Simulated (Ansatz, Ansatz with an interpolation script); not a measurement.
## G0W0 band structure of Cs2LiYCl6 (Fm-3m)

Aim: the G0W0 bands of Cs2LiYCl6 (Fm-3m) along the symmetry lines, with the gap off the mesh.

Method: LDA, Wannier functions and G0W0, plane waves, PAW, in Ansatz 0.2.0.

## (1) The starting structure

Symmetry: Fm-3m, No. 225, cubic system. Conventional cell: a = 10.486 Å, b = 10.486 Å, c = 10.486 Å, α = 90.00°, β = 90.00°, γ = 90.00°. Cs has 12 Cl at 3.71 Å nearest. Nearest to Li lie 6 Cl at 2.62 Å. Nearest to Y lie 6 Cl at 2.63 Å. Nearest to Cl lie 1 Li at 2.62 Å and 1 Y at 2.63 Å and 4 Cs at 3.71 Å. Farther neighbours and most contacts between anions are not listed.

The cell and positions come from the Crystallography Open Database and are kept as given unless a step says otherwise. Spin-orbit coupling is left out unless a step names it.

## (2) LDA bands

Levels along a band path, at the cheap level, show where the edges lie and whether the meshes to come will hold them.

This step: DFT, LDA, plane waves, PAW; PAW set soft_1.

input.yaml

```yaml
crystal:
  lattice:
    - [0.0, 5.24285, 5.24285]
    - [5.24285, 0.0, 5.24285]
    - [5.24285, 5.24285, 0.0]
  atoms:
    - { symbol: Cs, position: [0.25, 0.25, 0.25] }
    - { symbol: Cs, position: [0.75, 0.75, 0.75] }
    - { symbol: Li, position: [0.5, 0.5, 0.5] }
    - { symbol: "Y", position: [0.0, 0.0, 0.0] }
    - { symbol: Cl, position: [0.74954, 0.25046, 0.25046] }
    - { symbol: Cl, position: [0.25046, 0.74954, 0.25046] }
    - { symbol: Cl, position: [0.25046, 0.74954, 0.74954] }
    - { symbol: Cl, position: [0.74954, 0.25046, 0.74954] }
    - { symbol: Cl, position: [0.25046, 0.25046, 0.74954] }
    - { symbol: Cl, position: [0.74954, 0.74954, 0.25046] }
kpoints:
  mp_grid: { grid: [2, 2, 2] }
  band_path:
    path:
      - [[0.0, 0.0, 0.0], [0.5, 0.0, 0.5], [0.625, 0.25, 0.625]]
      - [[0.375, 0.375, 0.75], [0.0, 0.0, 0.0], [0.5, 0.5, 0.5], [0.5, 0.25, 0.75], [0.5, 0.0, 0.5]]
    npoints: 10
hamiltonian:
  xc: lda
  pseudopotentials: { kind: paw, azcp: { folder: soft_1 }, xc_functional: pbe }
scf:
  occupations: { method: fermi_dirac, width: 0.02 }
  n_extra_bands: 153
output:
  eigenvalues: true
  forces: true
  stress: true
  fatbands: true
  write_density: true
  write_potential: true
  elf: true
  volumetric_format: npy
```

Command:

```
$ ansatz run input.yaml --threads 2 --pin off --max-ram 92160MiB --backend cuda --events-out ev --progress --plain --runs-dir out --devices 1 --max-vram 13GiB
```

Numbers of over 12 decimals in the logs are rounded to 6 here.

Log:

```text
scf.n_extra_bands = 153 over 37 filled bands (N_el = 74.0): the run solves 190 bands
GPUs: using 1 of 1 available (devices: 1).
Engine: ansatz 0.2.0, x86_64-unknown-linux-gnu
Pseudopotentials: kind: paw
Pseudopotential: Cs, paw, valence charge 9, recommended cutoff 420 eV (normal), soft_1/Cs.paw.azcp
Pseudopotential: Li, paw, valence charge 3, recommended cutoff 420 eV (normal), soft_1/Li.paw.azcp
Pseudopotential: Y, paw, valence charge 11, recommended cutoff 420 eV (normal), soft_1/Y.paw.azcp
Pseudopotential: Cl, paw, valence charge 7, recommended cutoff 420 eV (normal), soft_1/Cl.paw.azcp
Functional definition: SPW92
  exchange = slater_x
  correlation = pw_c
device memory: the entry about to start is reckoned to put 4.8 GiB on a device that reports 44.6 GiB free (of which the cap on the GPU budget leaves the run 13.0 GiB)
GPU FFT provider: cuFFT
GPU libraries: cuBLAS 13.8.2, cuFFT 12.4.0, cuSOLVER 12.3.4
Crystal: 10 atoms, lattice volume = 288.225 Å³
Basis set: ecut = 420 eV, 5673 PW (Γ)
Bands: 190, of which v1, the nominal top of the filled ones, is band 37 counted from 1 (36 counted from 0)
Symmetry: 48 space group operations
Space group: Fm-3m (ITA 225), of the structure as read, at distance tolerance 6.6e-5 Å
k-points: 3 of 8
Non-local potential: Cs, projectors of the file, l = 0: 3, l = 1: 2, l = 2: 2, l = 3: 2
Non-local potential: Li, projectors of the file, l = 0: 3, l = 1: 2, l = 2: 1
Non-local potential: Y, projectors of the file, l = 0: 3, l = 1: 2, l = 2: 2, l = 3: 1
Non-local potential: Cl, projectors of the file, l = 0: 2, l = 1: 2, l = 2: 1
PAW form: soft (Blöchl's): semilocal exchange-correlation on the pseudo side does not see the compensation charge
PAW frozen core: Cs, regenerated for the run's functional, and the local potential with it (the file was generated under x = pbe(κ = 0.804, μ = 0.219515), c = pbe(β = 0.066725))
PAW frozen core: Y, regenerated for the run's functional, and the local potential with it (the file was generated under x = pbe(κ = 0.804, μ = 0.219515), c = pbe(β = 0.066725))
PAW frozen core: Cl, regenerated for the run's functional, and the local potential with it (the file was generated under x = pbe(κ = 0.804, μ = 0.219515), c = pbe(β = 0.066725))
PAW one-centre angular grid: Cs, 194 points (default); XC on 64 Gauss nodes
PAW one-centre angular grid: Li, 110 points (default); XC on 64 Gauss nodes
PAW one-centre angular grid: Y, 590 points (default); XC on 64 Gauss nodes
PAW one-centre angular grid: Cl, 110 points (default); XC on 64 Gauss nodes
Initial density: superposition of atomic densities (chi_scale 0.1, normalization cell, long waves kept (reshape's long-wave potential 0.01 eV rms))
Initial wavefunctions: pseudopotential atomic-orbital guess
GPU buffer pool allocated for 125000 grid points (all kernels)
GPU transforms: local potential and band sums: pruned to the plane-wave sphere, on 50×50×50
Functional: x = slater, c = lda
SCF iter   1: F=—  HF=-21246.519899 eV  |F-HF|=—  |Δ(HF+E_count)|=         —  Δρ=3.95e-2  dr2=1.07e1  ethr=3.10e-3  ⟨swp⟩=5.0  Hψ=2523  notcnv=0  defer=364
preconditioner: auto → Resta (q_TF=auto, 2.175 Å⁻¹)  ε∞=1.5  [insulator: Δε(μ)=3.085 eV  Ē_g=23.777 eV  σ=0.020 eV  W_gap=1.00  n_scr=58 (ndim 8)  ℏωp=16.9 eV  f_vac=0.001  D(μ)=0.00/eV (n_scr^D=0)  ε∞_Penn≈1.5]
SCF iter   2: F=—  HF=-21243.946072 eV  |F-HF|=—  |Δ(HF+E_count)|=    2.57e0  Δρ=1.69e-2  dr2=1.79e0  ethr=3.10e-3  ⟨swp⟩=2.0  Hψ=671  notcnv=0  defer=429
SCF iter   3: F=—  HF=-21243.281379 eV  |F-HF|=—  |Δ(HF+E_count)|=   6.65e-1  Δρ=5.69e-3  dr2=2.62e-1  ethr=2.41e-3  ⟨swp⟩=2.0  Hψ=227  notcnv=0  defer=436
SCF iter   4: F=—  HF=-21243.186839 eV  |F-HF|=—  |Δ(HF+E_count)|=   9.45e-2  Δρ=1.76e-3  dr2=1.12e-2  ethr=3.54e-4  ⟨swp⟩=1.0  Hψ=657  notcnv=0  defer=437
SCF iter   5: F=—  HF=-21243.182254 eV  |F-HF|=—  |Δ(HF+E_count)|=   4.58e-3  Δρ=2.68e-4  dr2=2.19e-4  ethr=1.51e-5  ⟨swp⟩=2.3  Hψ=239  notcnv=0  defer=439
SCF iter   6: F=—  HF=-21243.182156 eV  |F-HF|=—  |Δ(HF+E_count)|=   9.80e-5  Δρ=4.66e-5  dr2=6.64e-6  ethr=2.96e-7  ⟨swp⟩=2.0  Hψ=213  notcnv=0  defer=439
SCF iter   7: F=—  HF=-21243.182121 eV  |F-HF|=—  |Δ(HF+E_count)|=   3.55e-5  Δρ=5.39e-6  dr2=7.76e-8  ethr=1.35e-10  ⟨swp⟩=23.0  Hψ=6019  notcnv=0
SCF iter   8: F=-21243.182121 eV  HF=-21243.182121 eV  |F-HF|=3.53e-10  |Δ(HF+E_count)|=   2.67e-8  Δρ=8.15e-7  dr2=1.35e-9  ethr=1.05e-10  ⟨swp⟩=6.3  Hψ=1280  notcnv=0
SCF 1 converged in 8 iterations: F = -21243.182121 eV  dr2 = 1.35e-9
[...]
device memory: the entry about to start is reckoned to put 4.2 GiB on a device that reports 43.7 GiB free (of which the cap on the GPU budget leaves the run 13.0 GiB)
NSCF: frozen V_eff on 62 k-points
SCF converged after 8 iterations
Free energy (F): -21243.182121 eV
Harris-Foulkes:  -21243.182121 eV  (|F-HF|=3.53e-10)
Internal energy: -21243.182121 eV  (E = F + TS)
E sigma→0 (E₀):  -21243.182121 eV
Fermi energy:    4.613633 eV
--- Per-component energies (eV) ---
  E_band       = -460.070818
  E_kinetic    = 1536.443675
  E_local      = -2857.306873  (includes V_loc(G=0)·N_el)
  E_nonlocal   = 257.124301
  E_hartree    = 948.104176
  E_xc         = -1181.760025
  E_vxc        = -1191.257607  (∫ρ·V_xc dr)
  E_paw        = -16279.692053  (= ΣΔE_a)
  E_vpaw       = -101.283936  (= ΣTr[D̂ρ^β])
  E_aug_tail   = 0.000923  (compensation charges beyond the density's cutoff)
  E_ewald      = -3668.109900
  E_core_change = 2.013656  (= ΣΔE_core)
  E_smearing   = -0.000000  (= −TS)
  E_closure    = -0.000000  (closes the sum)
  Σ components = -21243.182121   (vs F -21243.182121, Δ=0.00e0)
--- Forces (eV/Å), atoms counted from 1 ---
  atom   1  Cs    -0.00000000     0.00000000    -0.00000000
  atom   2  Cs    -0.00000000     0.00000000    -0.00000000
  atom   3  Li     0.00000000     0.00000000     0.00000000
  atom   4  Y     -0.00000000     0.00000000    -0.00000000
  atom   5  Cl    -0.10019842    -0.00000000     0.00000000
  atom   6  Cl     0.00000000    -0.10019842     0.00000000
  atom   7  Cl     0.10019842     0.00000000     0.00000000
  atom   8  Cl    -0.00000000     0.10019842     0.00000000
  atom   9  Cl     0.00000000    -0.00000000    -0.10019842
  atom  10  Cl    -0.00000000    -0.00000000     0.10019842
  max |Σ_I F_I| component: 4.97e-17 eV/Å
--- Stress (GPa, compression-positive) ---
       -2.360812       0.000000      -0.000000
       -0.000000      -2.360812       0.000000
       -0.000000       0.000000      -2.360812
  P = ⅓ Tr σ = -2.3608 GPa (-23.608 kbar)
--- Band table (eV) ---
  k-point 0: bands = [... 33 lower, 2.0200, 2.2375, 2.2375, 2.2375, 6.9830, 6.9830, 6.9830, 7.5640, ... 149 higher]
  k-point 1: bands = [... 33 lower, 1.8777, 1.9392, 1.9584, 1.9584, 7.1830, 7.2748, 7.2748, 9.0405, ... 149 higher]
  k-point 2: bands = [... 33 lower, 1.4972, 1.7876, 1.7876, 2.2194, 7.1118, 7.5839, 7.5839, 8.4146, ... 149 higher]
```

It took 12 s on 1 × NVIDIA H100 80GB HBM3 (shared by 6 runs) with 2 threads of AMD EPYC 7R13 (Zen 3), shared host; peak memory 1.1 GiB; 16 s of CPU time.

Reading the cycles: dr2 is the Hartree energy of the density residual (eV), the measure of convergence; HF is the Harris–Foulkes estimate of the energy, which meets the free energy F at convergence.

Numbers from this step:

| Item | Value |
| --- | --- |
| pressure | -2.361 GPa |
| filled bands | 37 |
| gap | 4.745 eV |
| valence top at | Γ |
| conduction bottom at | Γ |
| least direct gap | 4.745 eV |

The gap is direct, at Γ.

ELF in the ac plane of the conventional cell at fractional y = 0.000, with atoms of Li and Y and Cl within 0.2 Å of it. It is the smooth field of the valence electrons, not physical close to the nuclei.

Ten even steps from '_' (0.05 × 1e-1) to '@' (9.56 × 1e-1), each cell a mean:
```
##%%**::**%%##++##%%%%--__==%%**__..**%%%%****%%%%----%%##
##**::..++%%%%%%%%%%**::____..______==##%%%%%%%%##::..++##
::::..__::++######++..__..--====::__..--**####**--..__..::
##**++::__..::--::____::**%%%%%%##==..__..----..__..==**##
%%%%%%**::__________::**%%%%%%%%%%##==____________==##%%%%
--##%%##==__________==##%%##==++%%%%**::________::**%%%%++
++%%%%##--__________--##%%##++**%%%%++..________..++%%%%**
%%%%%%==..__________..++##%%%%%%%%**::____________--**%%%%
##**==..__::==++==::__..--==++++==::__..--++++--..__::++##
::..____--**%%%%%%**--__..--==--::__..++##%%%%##++..__....
--..__--##%%%%%%%%%%++..==%%%%%%**::--##%%%%%%%%%%++..__::
@@++__==%%%%**--**%%**::##%%++##%%==--%%%%====%%%%**....%%
%%--__==%%%%##++##%%**::**%%##%%%%----%%%%****%%%%**....**
..____::**%%%%%%%%%%==..--**####==..::##%%%%%%%%##--______
==--..__::++######++..__..::::::..__..--**####**--____::==
%%%%**::__..::--::..__::++**####**==..__..----..__..==##%%
%%%%%%**::__________::**%%%%%%%%%%##==____________==##%%%%
==##%%##==__________==##%%##--++%%%%**::________::**%%%%++
++%%%%##--__________--##%%%%++##%%%%++..________..++%%%%**
%%%%##==..__________..++%%%%%%%%%%**::____________--**%%%%
++==--..__::==++==::__..==**####++::__..--++++--....::==++
==--..__--**%%%%%%**--____..::....__..++##%%%%##++..__::--
%%%%==..++%%%%%%%%%%##--____--::__..++%%%%%%%%%%##--::##%%
++%%**::**%%**--**%%%%==__++@@%%....##%%%%====%%%%--==%%##
```
Columns run along a (10.5 Å), rows up along c (10.5 Å), edges of the conventional cell, whose origin can differ from the input's. Atoms in or near the plane, at fractional coordinates: Li at (0.50, 0.00), Li at (0.00, 0.50), Y at (0.00, 0.00), Y at (0.50, 0.50), Cl at (0.25, 0.00), Cl at (0.75, 0.50), Cl at (0.75, 0.00), Cl at (0.25, 0.50), Cl at (0.00, 0.25), Cl at (0.50, 0.75), Cl at (0.50, 0.25), Cl at (0.00, 0.75).

Valence density in the ac plane of the conventional cell at fractional y = 0.000, with atoms of Li and Y and Cl within 0.2 Å of it. It is the smooth field of the valence electrons, not physical close to the nuclei.

Values in e/Å³, 13 rows by 16 columns, each cell a mean:
```
2.5 0.7 0.4 1.2 1.3 0.6 0.1 0.8 1.5 0.1 0.3 1.2 1.3 0.6 0.4 2.1
0.4 0.1 0.1 0.2 0.2 0.1 0.1 0.2 0.2 0.1 0.1 0.2 0.2 0.1 0.1 0.4
1.3 0.5 0.1 0.0 0.0 0.0 0.3 1.2 1.3 0.5 0.1 0.0 0.0 0.0 0.3 1.2
1.4 0.7 0.1 0.0 0.0 0.0 0.4 1.4 1.4 0.7 0.1 0.0 0.0 0.0 0.4 1.4
0.5 0.2 0.1 0.1 0.1 0.1 0.1 0.5 0.6 0.2 0.1 0.1 0.1 0.1 0.1 0.4
0.4 0.1 0.2 0.9 1.1 0.4 0.2 1.3 1.7 0.4 0.3 0.9 1.1 0.4 0.1 0.2
3.7 0.1 0.5 1.4 1.3 0.9 0.6 2.9 3.2 1.0 0.6 1.4 1.3 0.8 0.1 2.1
0.1 0.1 0.2 0.7 0.8 0.3 0.2 0.9 1.1 0.3 0.2 0.7 0.8 0.3 0.1 0.1
0.7 0.2 0.0 0.0 0.1 0.0 0.2 0.7 0.8 0.3 0.1 0.1 0.1 0.0 0.2 0.6
1.3 0.8 0.1 0.0 0.0 0.0 0.5 1.4 1.3 0.8 0.1 0.0 0.0 0.0 0.5 1.4
1.2 0.4 0.1 0.0 0.0 0.0 0.2 1.0 1.1 0.4 0.1 0.0 0.0 0.0 0.3 1.0
0.5 0.2 0.1 0.3 0.4 0.1 0.1 0.1 0.1 0.1 0.1 0.3 0.4 0.2 0.1 0.4
2.9 0.9 0.5 1.4 1.4 0.7 0.1 1.5 2.7 0.1 0.4 1.4 1.4 0.8 0.5 2.5
```
Columns run along a (10.5 Å), rows up along c (10.5 Å), edges of the conventional cell, whose origin can differ from the input's. Atoms in or near the plane, at fractional coordinates: Li at (0.50, 0.00), Li at (0.00, 0.50), Y at (0.00, 0.00), Y at (0.50, 0.50), Cl at (0.25, 0.00), Cl at (0.75, 0.50), Cl at (0.75, 0.00), Cl at (0.25, 0.50), Cl at (0.00, 0.25), Cl at (0.50, 0.75), Cl at (0.50, 0.25), Cl at (0.00, 0.75).

## (3) Wannier functions (Cl:3p Cs:6s Y:4d) on 4×4×4

Localised functions give a small Hamiltonian that interpolates between mesh points at no cost.

This step: maximally localised Wannier functions, LDA, plane waves, PAW; PAW set soft_1.

input.yaml, the sections that differ from step 2:

```yaml
kpoints:
  mp_grid: { grid: [2, 2, 2] }
scf:
  occupations: { method: fixed }
  n_extra_bands: 153
output:
  wannier:
    kmesh: [4, 4, 4]
    projections:
      - { species: Cl, l: p, shell: 3 }
      - { species: Cs, l: s, shell: 6 }
      - { species: "Y", l: d, shell: 4 }
    minimise: true
    write_hr: true
    seedname: w
    conv_tol: 1.0e-06
    max_iter: 20000
    stability_check: false
    disentanglement:
      window: [-0.92, 14.09]
      frozen_window: [-0.92, 8.28]
      conv_tol: 1.0e-08
# crystal, hamiltonian: as in step 2
```

Log:

```text
[...]
GPUs: using 1 of 1 available (devices: 1).
[...]
GPU FFT provider: cuFFT
GPU libraries: cuBLAS 13.8.2, cuFFT 12.4.0, cuSOLVER 12.3.4
Crystal: 10 atoms, lattice volume = 288.225 Å³
Basis set: ecut = 420 eV, 5673 PW (Γ)
Bands: 190, of which v1, the nominal top of the filled ones, is band 37 counted from 1 (36 counted from 0)
Symmetry: 48 space group operations
[...]
k-points: 3 of 8
[...]
GPU buffer pool allocated for 125000 grid points (all kernels)
[...]
SCF iter   1: F=—  HF=-21246.522563 eV  |F-HF|=—  |Δ(HF+E_count)|=         —  Δρ=3.96e-2  dr2=1.08e1  ethr=3.10e-3  ⟨swp⟩=4.0  Hψ=2066  notcnv=0  defer=441
[...]
SCF iter   9: F=-21243.182121 eV  HF=-21243.182121 eV  |F-HF|=2.88e-9  |Δ(HF+E_count)|=   4.90e-8  Δρ=8.75e-7  dr2=4.94e-9  ethr=1.35e-10  ⟨swp⟩=16.3  Hψ=5769  notcnv=0
SCF 1 converged in 9 iterations: F = -21243.182121 eV  dr2 = 4.94e-9
[...]
NSCF: frozen V_eff on 3 k-points
the band table was solved once the SCF had ended and its energy, with any forces and stress, was formed, with the checks that follow a solve (1918 applications of the Hamiltonian). They found nothing against the state; the energy, forces and stress were not computed again (output.eigenvalues in the input reference)
[...]
the Wannier pass solved 11 of the 64 points of its mesh, and has the states at the others by symmetry: states obtained by the crystal's operations at points that were solved too leave a residual of 4.20e-13 eV (read by the count's bands and the next), within 6.67e-6 eV
SCF converged after 9 iterations
Free energy (F): -21243.182121 eV
[...]
Internal energy: -21243.182121 eV  (E = F + TS)
E sigma→0 (E₀):  -21243.182121 eV
Fermi energy:    2.237520 eV
[...]
--- Band table (eV) ---
  k-point 0: bands = [... 33 lower, 2.0200, 2.2375, 2.2375, 2.2375, 6.9829, 6.9829, 6.9829, 7.5640, ... 149 higher]
  k-point 1: bands = [... 33 lower, 1.8777, 1.9392, 1.9584, 1.9584, 7.1830, 7.2748, 7.2748, 9.0405, ... 149 higher]
  k-point 2: bands = [... 33 lower, 1.4972, 1.7876, 1.7876, 2.2194, 7.1118, 7.5838, 7.5838, 8.4146, ... 149 higher]
Wannier search: line search 1 of at most 20000: gauge-dependent spread (as the search counts it) 1.8178137 Å², largest recent change 8.2e-1 Å² against conv_tol 1.0e-6 Å², 0 stops escaped
```

Wall time 18 s (1 × NVIDIA H100 80GB HBM3 (shared by 6 runs) with 2 threads); peak memory 1.3 GiB; 21 s of CPU time.

This step gave:

```
gauge-invariant spread     : 53.10 Å²
diagonal spread            : 0.003630 Å²
off-diagonal spread        : 1.490 Å²
total spread               : 54.59 Å²
least projectability       : 0.5445
localisation steps         : 23
disentanglement steps      : 93
r.m.s. interpolation error : 0.004123 eV
r.m.s. error near the gap  : 0.004334 eV
```

Near the gap the model misses directly solved bands by 4.3 meV r.m.s. and by 69 meV at most in the window tested. This tests the starting bands, not the corrections carried with them.

Wannier functions, by row:

| function | x (Å) | y (Å) | z (Å) | spread (Å²) | nearest atom | distance (Å) |
| --- | --- | --- | --- | --- | --- | --- |
| 1 | 2.62 | 5.243 | 5.243 | 1.601 | Cl5 | 0.007 |
| 2 | 2.672 | 5.243 | 5.243 | 1.435 | Cl5 | 0.046 |
| 3 | 2.62 | 5.243 | 5.243 | 1.601 | Cl5 | 0.007 |
| 4 | 5.243 | 2.62 | 5.243 | 1.601 | Cl6 | 0.007 |
| 5 | 5.243 | 2.62 | 5.243 | 1.601 | Cl6 | 0.007 |
| 6 | 5.243 | 2.672 | 5.243 | 1.435 | Cl6 | 0.046 |
| 7 | 7.866 | 5.243 | 5.243 | 1.601 | Cl7 | 0.007 |
| 8 | 7.814 | 5.243 | 5.243 | 1.435 | Cl7 | 0.046 |
| 9 | 7.866 | 5.243 | 5.243 | 1.601 | Cl7 | 0.007 |
| 10 | 5.243 | 7.866 | 5.243 | 1.601 | Cl8 | 0.007 |
| 11 | 5.243 | 7.866 | 5.243 | 1.601 | Cl8 | 0.007 |
| 12 | 5.243 | 7.814 | 5.243 | 1.435 | Cl8 | 0.046 |
| 13 | 5.243 | 5.243 | 2.672 | 1.435 | Cl9 | 0.046 |
| 14 | 5.243 | 5.243 | 2.62 | 1.601 | Cl9 | 0.007 |
| 15 | 5.243 | 5.243 | 2.62 | 1.601 | Cl9 | 0.007 |
| 16 | 5.243 | 5.243 | 7.814 | 1.435 | Cl10 | 0.046 |
| 17 | 5.243 | 5.243 | 7.866 | 1.601 | Cl10 | 0.007 |
| 18 | 5.243 | 5.243 | 7.866 | 1.601 | Cl10 | 0.007 |
| 19 | 2.621 | 2.621 | 2.621 | 6.378 | Cs1 | 0 |
| 20 | 7.864 | 7.864 | 7.864 | 6.378 | Cs2 | 0 |
| 21 | 0 | 0 | 0 | 2.336 | Y4 | 0 |
| 22 | 0 | 0 | 0 | 3.114 | Y4 | 0 |
| 23 | 0 | 0 | 0 | 3.114 | Y4 | 0 |
| 24 | 0 | 0 | 0 | 2.336 | Y4 | 0 |
| 25 | 0 | 0 | 0 | 3.114 | Y4 | 0 |

Frozen up to 6.05 eV; above it the model need not follow the bands. The electronic bands at the labelled points (eV, zero at the valence-band top):

| point | band 34 | band 35 | band 36 | band 37 | band 38 | band 39 | band 40 | band 41 |
| --- | --- | --- | --- | --- | --- | --- | --- | --- |
| Γ | -0.22 | 0.00 | 0.00 | 0.00 | 4.75 | 4.75 | 4.75 | 5.33 |
| halfway | -0.37 | -0.27 | -0.27 | -0.01 | 4.81 | 5.04 | 5.04 | 6.28 |
| X | -0.74 | -0.45 | -0.45 | -0.02 | 4.87 | 5.35 | 5.35 | 6.96 |
| halfway | -0.65 | -0.51 | -0.44 | -0.05 | 4.90 | 5.32 | 5.33 | 6.99 |
| U | -0.57 | -0.50 | -0.42 | -0.13 | 4.96 | 5.25 | 5.28 | 7.08 |
| jump to K | -0.57 | -0.50 | -0.42 | -0.13 | 4.96 | 5.25 | 5.28 | 7.08 |
| halfway | -0.28 | -0.25 | -0.20 | -0.13 | 4.92 | 4.96 | 4.98 | 6.34 |
| Γ | -0.22 | 0.00 | 0.00 | 0.00 | 4.75 | 4.75 | 4.75 | 5.33 |
| halfway | -0.25 | -0.17 | -0.17 | -0.10 | 4.86 | 4.90 | 4.90 | 5.93 |
| L | -0.36 | -0.30 | -0.28 | -0.28 | 4.95 | 5.04 | 5.04 | 7.27 |
| halfway | -0.49 | -0.40 | -0.28 | -0.27 | 5.03 | 5.06 | 5.19 | 7.20 |
| W | -0.68 | -0.55 | -0.26 | -0.26 | 5.09 | 5.09 | 5.35 | 7.15 |
| halfway | -0.53 | -0.52 | -0.49 | -0.08 | 4.94 | 5.27 | 5.35 | 7.02 |
| X | -0.74 | -0.45 | -0.45 | -0.02 | 4.87 | 5.35 | 5.35 | 6.96 |

The same for Kohn-Sham, solved directly:

| point | band 34 | band 35 | band 36 | band 37 | band 38 | band 39 | band 40 | band 41 |
| --- | --- | --- | --- | --- | --- | --- | --- | --- |
| Γ | -0.22 | 0.00 | 0.00 | 0.00 | 4.75 | 4.75 | 4.75 | 5.33 |
| X | -0.74 | -0.45 | -0.45 | -0.02 | 4.87 | 5.35 | 5.35 | 6.18 |
| U | -0.57 | -0.50 | -0.42 | -0.13 | 4.96 | 5.25 | 5.28 | 6.39 |
| K | -0.57 | -0.50 | -0.42 | -0.13 | 4.96 | 5.25 | 5.28 | 6.39 |
| Γ | -0.22 | 0.00 | 0.00 | 0.00 | 4.75 | 4.75 | 4.75 | 5.33 |
| L | -0.36 | -0.30 | -0.28 | -0.28 | 4.95 | 5.04 | 5.04 | 6.80 |
| W | -0.68 | -0.55 | -0.26 | -0.26 | 5.09 | 5.09 | 5.35 | 6.47 |
| X | -0.74 | -0.45 | -0.45 | -0.02 | 4.87 | 5.35 | 5.35 | 6.18 |

[end of part 1 of 2]

[Paths, hosts, dates, memory and timing lines, banners, echoed tables and standing remarks are left out of the program output.]

[Logs are printed without paths, hosts, clocks, repeated set-up lines and the standing remarks that a program may print on its own settings, such as how far it seeks lower states.]

[Runs of the session that timed out or met a known fault of the program may be left out.]

[Hosts, paths, dates, database ids (printed as entryN), source tags and the programs' standing remarks are cut or masked in the printed files.]
